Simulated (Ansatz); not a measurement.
**Relaxing a frame of liquid (K,Cs,Na)F from 1100 K (106 atoms)**

Wanted: the relaxed structure of a frame of liquid (K,Cs,Na)F from 1100 K (106 atoms) and its electronic structure.

Method: Kohn-Sham DFT, PBE, PAW (set soft_2), plane waves, in Ansatz 0.2.0.

This is a report of a sequence of runs, with most program output left out.

## 1. The structure

The cell holds 106 atoms: 22 K, 6 Cs, 25 Na and 53 F. Its edges and angles: a = 13.427 Å, b = 13.427 Å, c = 13.427 Å, α = 90.0°, β = 90.0°, γ = 90.0°. 106 atoms (22 K, 6 Cs, 25 Na, 53 F) placed at random at 2.13 g/cm³, melted at 1600 K for 10 ps at fixed volume with the Lennard-Jones and Coulomb ion parameters for SPC/E (Joung and Cheatham, J. Phys. Chem. B 112, 9020 (2008)), full charges. Snapshot at the end of a hold of 15 ps at 1100 K and zero pressure.

Limits known from the start: The network of bonds at the start is that of the classical potential that made the cell. The ion parameters were fitted for water, not for melts, so the density of this cell may lie well off the real melt's. Only the Γ point is sampled, in a cell whose shortest periodic width is 13 Å. Spin–orbit coupling is left out, which matters for the levels of the heavy elements.

## 2. Single point at the start

The forces at the start show how far the geometry lies from a minimum of this functional.

Contents of input.yaml:

```yaml
crystal:
  lattice:
    - [13.42746, 0.0, 0.0]
    - [0.0, 13.42746, 0.0]
    - [0.0, 0.0, 13.42746]
  atoms:
    - { symbol: K, position: [0.68432, 0.5379, 0.63501] }
    - { symbol: K, position: [0.61419, 0.35082, 0.97445] }
    - { symbol: K, position: [0.34361, 0.15174, 0.77422] }
    - { symbol: K, position: [0.25, 0.58265, 0.94478] }
    - { symbol: K, position: [0.19744, 0.14189, 0.48816] }
    - { symbol: K, position: [0.12261, 0.29152, 0.2688] }
    - { symbol: K, position: [0.86306, 0.62078, 0.80168] }
    - { symbol: K, position: [0.07672, 0.90574, 0.41906] }
    - { symbol: K, position: [0.67514, 0.21434, 0.25413] }
    - { symbol: K, position: [0.88777, 0.16771, 0.7791] }
    - { symbol: K, position: [0.84556, 0.43334, 0.96732] }
    - { symbol: K, position: [0.03545, 0.0638, 0.1859] }
    - { symbol: K, position: [0.58702, 0.84789, 0.57263] }
    - { symbol: K, position: [0.34065, 0.83649, 0.67506] }
    - { symbol: K, position: [0.37536, 0.94164, 0.42162] }
    - { symbol: K, position: [0.08927, 0.12317, 0.94192] }
    - { symbol: K, position: [0.09804, 0.87068, 0.93029] }
    - { symbol: K, position: [0.29966, 0.08795, 0.16061] }
    - { symbol: K, position: [0.61862, 0.16566, 0.75886] }
    - { symbol: K, position: [0.47675, 0.43772, 0.7779] }
    - { symbol: K, position: [0.86837, 0.85377, 0.6369] }
    - { symbol: K, position: [0.33087, 0.92174, 0.98853] }
    - { symbol: Cs, position: [0.84805, 0.83185, 0.00265] }
    - { symbol: Cs, position: [0.88802, 0.36211, 0.28055] }
    - { symbol: Cs, position: [0.3315, 0.56608, 0.41656] }
    - { symbol: Cs, position: [0.42642, 0.66273, 0.0837] }
    - { symbol: Cs, position: [0.60873, 0.74141, 0.35205] }
    - { symbol: Cs, position: [0.71418, 0.61566, 0.12605] }
    - { symbol: Na, position: [0.41342, 0.27463, 0.56495] }
    - { symbol: Na, position: [0.5754, 0.65548, 0.87458] }
    - { symbol: Na, position: [0.07086, 0.65068, 0.05946] }
    - { symbol: Na, position: [0.45549, 0.32237, 0.30073] }
    - { symbol: Na, position: [0.60438, 0.89909, 0.82939] }
    - { symbol: Na, position: [0.92612, 0.12608, 0.5128] }
    - { symbol: Na, position: [0.58063, 0.12321, 0.03137] }
    - { symbol: Na, position: [0.81949, 0.11092, 0.9851] }
    - { symbol: Na, position: [0.05429, 0.5847, 0.23924] }
    - { symbol: Na, position: [0.08647, 0.36613, 0.99204] }
    - { symbol: Na, position: [0.53436, 0.92572, 0.119] }
    - { symbol: Na, position: [0.14827, 0.4056, 0.77715] }
    - { symbol: Na, position: [0.86561, 0.60698, 0.49619] }
    - { symbol: Na, position: [0.37072, 0.62029, 0.64298] }
    - { symbol: Na, position: [0.20966, 0.37636, 0.50308] }
    - { symbol: Na, position: [0.90157, 0.79586, 0.27278] }
    - { symbol: Na, position: [0.17748, 0.85384, 0.19036] }
    - { symbol: Na, position: [0.08878, 0.6632, 0.7116] }
    - { symbol: Na, position: [0.58828, 0.1051, 0.49887] }
    - { symbol: Na, position: [0.73354, 0.98887, 0.30801] }
    - { symbol: Na, position: [0.09414, 0.63027, 0.44238] }
    - { symbol: Na, position: [0.9466, 0.36205, 0.56095] }
    - { symbol: Na, position: [0.6985, 0.30486, 0.5251] }
    - { symbol: Na, position: [0.3637, 0.28392, 0.00526] }
    - { symbol: Na, position: [0.12565, 0.95313, 0.69457] }
    - { symbol: F, position: [0.05431, 0.52781, 0.89333] }
    - { symbol: F, position: [0.42841, 0.07273, 0.00574] }
    - { symbol: F, position: [0.44621, 0.46655, 0.59139] }
    - { symbol: F, position: [0.02452, 0.2537, 0.4456] }
    - { symbol: F, position: [0.90554, 0.95772, 0.31101] }
    - { symbol: F, position: [0.96312, 0.0237, 0.64716] }
    - { symbol: F, position: [0.21563, 0.74668, 0.0464] }
    - { symbol: F, position: [0.76123, 0.37507, 0.1209] }
    - { symbol: F, position: [0.73851, 0.22814, 0.90588] }
    - { symbol: F, position: [0.73668, 0.81207, 0.22048] }
    - { symbol: F, position: [0.27858, 0.37601, 0.89164] }
    - { symbol: F, position: [0.13923, 0.46041, 0.38263] }
    - { symbol: F, position: [0.95153, 0.01019, 0.97581] }
    - { symbol: F, position: [0.00461, 0.81244, 0.13825] }
    - { symbol: F, position: [0.30446, 0.3196, 0.3635] }
    - { symbol: F, position: [0.18257, 0.55085, 0.62639] }
    - { symbol: F, position: [0.90687, 0.61946, 0.04835] }
    - { symbol: F, position: [0.41416, 0.10421, 0.54982] }
    - { symbol: F, position: [0.79958, 0.4336, 0.46633] }
    - { symbol: F, position: [0.75572, 0.12469, 0.40497] }
    - { symbol: F, position: [0.5734, 0.99886, 0.69945] }
    - { symbol: F, position: [0.01151, 0.27611, 0.86182] }
    - { symbol: F, position: [0.81017, 0.23286, 0.62267] }
    - { symbol: F, position: [0.69671, 0.00123, 0.93761] }
    - { symbol: F, position: [0.20144, 0.94002, 0.54134] }
    [... 22 atom lines left out ...]
    - { symbol: F, position: [0.51681, 0.52699, 0.96021] }
    - { symbol: F, position: [0.9158, 0.52834, 0.65148] }
    - { symbol: F, position: [0.92477, 0.64017, 0.32664] }
    - { symbol: F, position: [0.966, 0.24913, 0.12246] }
    - { symbol: F, position: [0.5019, 0.58735, 0.27376] }
    - { symbol: F, position: [0.23723, 0.98973, 0.81843] }
kpoints:
  mp_grid: { grid: [1, 1, 1] }
hamiltonian:
  xc: pbe
scf:
  occupations: { method: fixed }
output:
  forces: true
  stress: true
  populations: true
  dos:
    method: { smearing: { sigma: 0.08 } }
    de: 0.1
    projected: { site_lists: { Cs: [Cs], F: [F], K: [K], Na: [Na] } }
  eigenvalues: true
```

Run with:

```console
ansatz run input.yaml --threads 4 --pin off --max-ram 8192MiB --backend cpu --events-out ev --progress --plain --runs-dir out
```

Wall time 45 s (4 threads of Intel Xeon Platinum 8259CL at 2.50GHz (Skylake/Cascade Lake), shared host); peak memory 3.5 GiB; 2.6 min of CPU time.

Numbers from this run:

| Quantity | Value |
| --- | --- |
| free energy | -147974.6825 eV |
| free energy per atom | -1395.9876 eV/atom |
| SCF cycles | 9 |
| pressure | -1.849 GPa |
| r.m.s. force component | 0.3327 eV/Å |
| longest force | 0.9983 eV/Å |
| Fermi energy | 0.6902 eV |
| gap (highest filled to lowest empty level) | 3.521 eV |
| spilling of the projection | 0.004606 |

The r.m.s. force component of 0.33 eV/Å and the pressure of -1.8 GPa set the starting point.

Length of the force by element:

| element | coordination | atoms | mean length of the force (eV/Å) | spread | least | most |
| --- | --- | --- | --- | --- | --- | --- |
| Cs | all | 6 | 0.584 | 0.213 | 0.396 | 0.899 |
| F | all | 53 | 0.553 | 0.197 | 0.259 | 0.939 |
| K | all | 22 | 0.494 | 0.196 | 0.182 | 0.914 |
| Na | all | 25 | 0.522 | 0.250 | 0.147 | 0.998 |

## 3. Relaxation

With the cell held, the atoms are moved downhill towards a nearby minimum.

input.yaml, the sections that differ from step 2:

```yaml
output:
  forces: true
relax:
  f_tol: 0.05
  max_steps: 136
# crystal, kpoints, hamiltonian, scf: as in step 2
```

Run time: 10 min. Hardware: 4 threads; peak memory 3.3 GiB; 40 min of CPU time.

The steps of the relaxation (22 of 34):

| step | energy less that of the first step (eV) | largest force component (eV/Å) |
| --- | --- | --- |
| 1 | 0.0000 | 0.8729 |
| 3 | -6.7734 | 0.3939 |
| 4 | -7.9764 | 0.2434 |
| 6 | -9.2266 | 0.1837 |
| 7 | -9.5981 | 0.2049 |
| 9 | -10.1420 | 0.1666 |
| 10 | -10.3720 | 0.1000 |
| 12 | -10.8751 | 0.1081 |
| 14 | -11.1599 | 0.1150 |
| 15 | -11.3066 | 0.1582 |
| 17 | -11.5783 | 0.1083 |
| 18 | -11.6736 | 0.0766 |
| 20 | -11.8581 | 0.0792 |
| 21 | -11.9503 | 0.0846 |
| 23 | -12.0589 | 0.3965 |
| 25 | -12.2293 | 0.0946 |
| 26 | -12.2766 | 0.0550 |
| 28 | -12.3214 | 0.0486 |
| 29 | -12.3409 | 0.0616 |
| 31 | -12.3601 | 0.0397 |
| 32 | -12.3601 | 0.0396 |
| 34 | -12.3710 | 0.0292 |

The atoms that moved most (Å):

| atom | dx | dy | dz | length |
| --- | --- | --- | --- | --- |
| Cs28 | 0.124 | -1.161 | 1.952 | 2.275 |
| F87 | 2.122 | 0.281 | -0.155 | 2.146 |
| K11 | 1.147 | -1.287 | 1.037 | 2.012 |
| K3 | 1.613 | -0.291 | -1.115 | 1.983 |
| F70 | -0.869 | -1.422 | -0.672 | 1.797 |
| F82 | 0.294 | 0.621 | -1.612 | 1.752 |
| K19 | 0.653 | 1.569 | 0.254 | 1.718 |
| F74 | -1.264 | -0.676 | 0.942 | 1.716 |

The relaxation changed the energy by -117 meV/atom, and atoms moved by 0.99 Å r.m.s., 2.3 Å at most.

## 4. Local order after relaxation

Bonds before and after, by the cutoffs listed below:

| pair | bonds before | bonds after | mean before (Å) | mean after (Å) | spread before (Å) | spread after (Å) |
| --- | --- | --- | --- | --- | --- | --- |
| F-Na | 90 | 104 | 2.403 | 2.290 | 0.138 | 0.066 |
| F-K | 94 | 104 | 2.724 | 2.699 | 0.169 | 0.115 |

Density 2.22 g/cm³, 22.84 Å³ an atom.

Pair distribution functions g(r), in bins of 0.2 Å:

| r (Å) | total | F-F | F-Na | F-K | F-Cs | Na-Na | Na-K |
| --- | --- | --- | --- | --- | --- | --- | --- |
| 2.10 | 0.14 | 0.00 | 0.61 | 0.00 | 0.00 | 0.00 | 0.00 |
| 2.30 | 3.09 | 0.00 | 13.12 | 0.00 | 0.00 | 0.00 | 0.00 |
| 2.50 | 0.75 | 0.00 | 0.73 | 2.78 | 0.00 | 0.00 | 0.00 |
| 2.70 | 1.54 | 0.00 | 0.09 | 7.29 | 0.00 | 0.00 | 0.00 |
| 2.90 | 0.68 | 0.00 | 0.09 | 1.60 | 5.12 | 0.75 | 0.00 |
| 3.10 | 0.52 | 0.85 | 0.00 | 0.26 | 2.56 | 1.95 | 0.00 |
| 3.30 | 1.04 | 1.75 | 0.06 | 0.31 | 1.95 | 2.58 | 2.38 |
| 3.50 | 1.21 | 2.53 | 0.18 | 0.33 | 0.72 | 1.48 | 2.46 |
| 3.70 | 1.18 | 1.75 | 0.53 | 0.30 | 0.23 | 1.58 | 2.28 |
| 3.90 | 1.01 | 1.61 | 0.28 | 0.44 | 0.00 | 1.21 | 1.48 |
| 4.10 | 1.08 | 1.71 | 0.60 | 0.64 | 0.55 | 0.54 | 1.46 |
| 4.30 | 0.89 | 0.96 | 0.51 | 0.49 | 1.46 | 1.33 | 1.62 |
| 4.50 | 0.87 | 0.74 | 0.83 | 0.57 | 0.15 | 1.38 | 1.12 |
| 4.70 | 0.96 | 0.77 | 1.19 | 0.98 | 0.97 | 0.56 | 0.80 |
| 4.90 | 0.96 | 0.63 | 1.36 | 0.93 | 0.75 | 0.65 | 0.88 |
| 5.10 | 1.04 | 0.84 | 1.49 | 1.27 | 0.70 | 0.24 | 1.07 |
| 5.30 | 1.06 | 0.90 | 1.74 | 1.30 | 1.31 | 0.22 | 0.30 |
| 5.50 | 0.97 | 0.63 | 1.16 | 1.55 | 1.30 | 0.61 | 0.29 |
| 5.70 | 1.06 | 0.76 | 1.32 | 1.66 | 1.31 | 0.84 | 0.43 |
| 5.90 | 0.94 | 0.75 | 1.04 | 1.00 | 1.31 | 0.71 | 0.95 |
| 6.10 | 0.95 | 0.62 | 1.00 | 1.38 | 1.63 | 0.83 | 0.75 |
| 6.30 | 0.93 | 0.95 | 0.93 | 0.96 | 0.91 | 1.16 | 1.01 |
| 6.50 | 1.11 | 1.45 | 0.76 | 0.88 | 1.73 | 1.39 | 1.04 |

Bonds by pair of elements; cutoffs follow the first minimum of g(r), held within bounds set by covalent radii, and pairs that aren't listed don't count as bonded:

| pair A-B | cutoff (Å) | bonds | mean length (Å) | spread (Å) | shortest (Å) | B about A | A about B |
| --- | --- | --- | --- | --- | --- | --- | --- |
| F-Na | 2.68 | 104 | 2.29 | 0.066 | 2.16 | 1.96 | 4.16 |
| F-K | 3.12 | 104 | 2.70 | 0.115 | 2.48 | 1.96 | 4.73 |
| F-Cs | 3.52 | 30 | 3.05 | 0.192 | 2.82 | 0.566 | 5 |

The cutoff for F-Cs falls short of the minimum of g(r), so counts run low and odd coordinations can be artefacts.

How many atoms have how many bonded neighbours:

| element | mean | 3 | 4 | 5 | 6 | 7 |
| --- | --- | --- | --- | --- | --- | --- |
| Cs | 5 | 0 | 3 | 1 | 1 | 1 |
| F | 4.49 | 3 | 24 | 23 | 3 | 0 |
| K | 4.73 | 0 | 9 | 10 | 3 | 0 |
| Na | 4.16 | 1 | 19 | 5 | 0 | 0 |

Bond angles (no mean is given where the spread exceeds 20°):

| angle | count | mean (°) | spread (°) |
| --- | --- | --- | --- |
| F-K-F | 199 | - | - |
| F-Na-F | 167 | - | - |
| K-F-Na | 158 | - | - |
| K-F-K | 95 | - | - |
| Na-F-Na | 76 | - | - |

Bond length by coordination (bonds to H left out):

| element | coordination | atoms | mean bond length (Å) |
| --- | --- | --- | --- |
| Cs | 4 | 3 | 2.97 |
| Cs | 5 | 1 | 3.00 |
| Cs | 6 | 1 | 3.15 |
| Cs | 7 | 1 | 3.15 |
| F | 3 | 3 | 2.36 |
| F | 4 | 24 | 2.51 |
| F | 5 | 23 | 2.61 |
| F | 6 | 3 | 2.68 |
| K | 4 | 9 | 2.64 |
| K | 5 | 10 | 2.71 |
| K | 6 | 3 | 2.81 |
| Na | 3 | 1 | 2.20 |
| Na | 4 | 19 | 2.27 |
| Na | 5 | 5 | 2.35 |

For some of the pairs, g(r) has its first main peak near 3.5 Å (F-F), 2.3 Å (F-Na), 2.7 Å (F-K), 2.9 Å (F-Cs), 3.2 Å (Na-Na) and 3.4 Å (Na-K).

## 5. Single point at the relaxed geometry

One more single point at the end of the walk gives the fuller output and checks the residual forces.

Contents of input.yaml:

```yaml
crystal:
  lattice:
    - [13.42746, 0.0, 0.0]
    - [0.0, 13.42746, 0.0]
    - [0.0, 0.0, 13.42746]
  atoms:
    - { symbol: K, position: [0.67839, 0.53112, 0.60963] }
    - { symbol: K, position: [0.67935, 0.40567, 0.00508] }
    - { symbol: K, position: [0.46377, 0.13008, 0.69119] }
    - { symbol: K, position: [0.24006, 0.62452, 0.8911] }
    [... 96 atom lines left out ...]
    - { symbol: F, position: [0.50685, 0.5061, 0.94678] }
    - { symbol: F, position: [0.88494, 0.52149, 0.62415] }
    - { symbol: F, position: [0.93616, 0.61831, 0.35082] }
    - { symbol: F, position: [0.06153, 0.22654, 0.15923] }
    - { symbol: F, position: [0.50892, 0.52563, 0.24852] }
    - { symbol: F, position: [0.19214, 0.98598, 0.84558] }
kpoints:
  mp_grid: { grid: [1, 1, 1] }
hamiltonian:
  xc: pbe
scf:
  occupations: { method: fixed }
output:
  forces: true
  stress: true
  populations: true
  dos:
    method: { smearing: { sigma: 0.1 } }
    de: 0.1
    projected: { site_lists: { Cs: [Cs], F: [F], K: [K], Na: [Na] } }
  eigenvalues: true
  write_density: true
  write_potential: true
  volumetric_format: npy
  elf: true
```

Run time: 41 s. Hardware: 4 threads; peak memory 3.5 GiB.

The program notes that the exchange-correlation potential is rough where the density is thin.

The run gave:

```yaml
free_energy: -147987.0536 eV
free_energy_per_atom: -1396.1043 eV/atom
scf_cycles: 8
pressure: -0.8995 GPa
r_m_s_force_component: 0.00632 eV/Å
longest_force: 0.03585 eV/Å
fermi_energy: -0.13 eV
spacing_of_highest_filled_and_lowest_empty_level: 4.605 eV
spilling_of_the_projection: 0.004342
```

Löwdin charges by element (they lack the spilled electrons, 0.035 e an atom on average):

| element | coordination | atoms | mean charge (e) | spread | least | most |
| --- | --- | --- | --- | --- | --- | --- |
| Cs | all | 6 | 0.954 | 0.0093 | 0.937 | 0.967 |
| F | all | 53 | -0.778 | 0.006 | -0.790 | -0.766 |
| K | all | 22 | 0.866 | 0.0099 | 0.843 | 0.884 |
| Na | all | 25 | 0.805 | 0.0097 | 0.791 | 0.834 |

(Part 1 of 2 ends here.)

[Logs are printed without paths, hosts, clocks, repeated set-up lines and the standing remarks that a program may print on its own settings, such as how far it seeks lower states.]

[Hosts, paths, dates, database ids (printed as entryN), source tags and the programs' standing remarks are cut or masked in the printed files.]
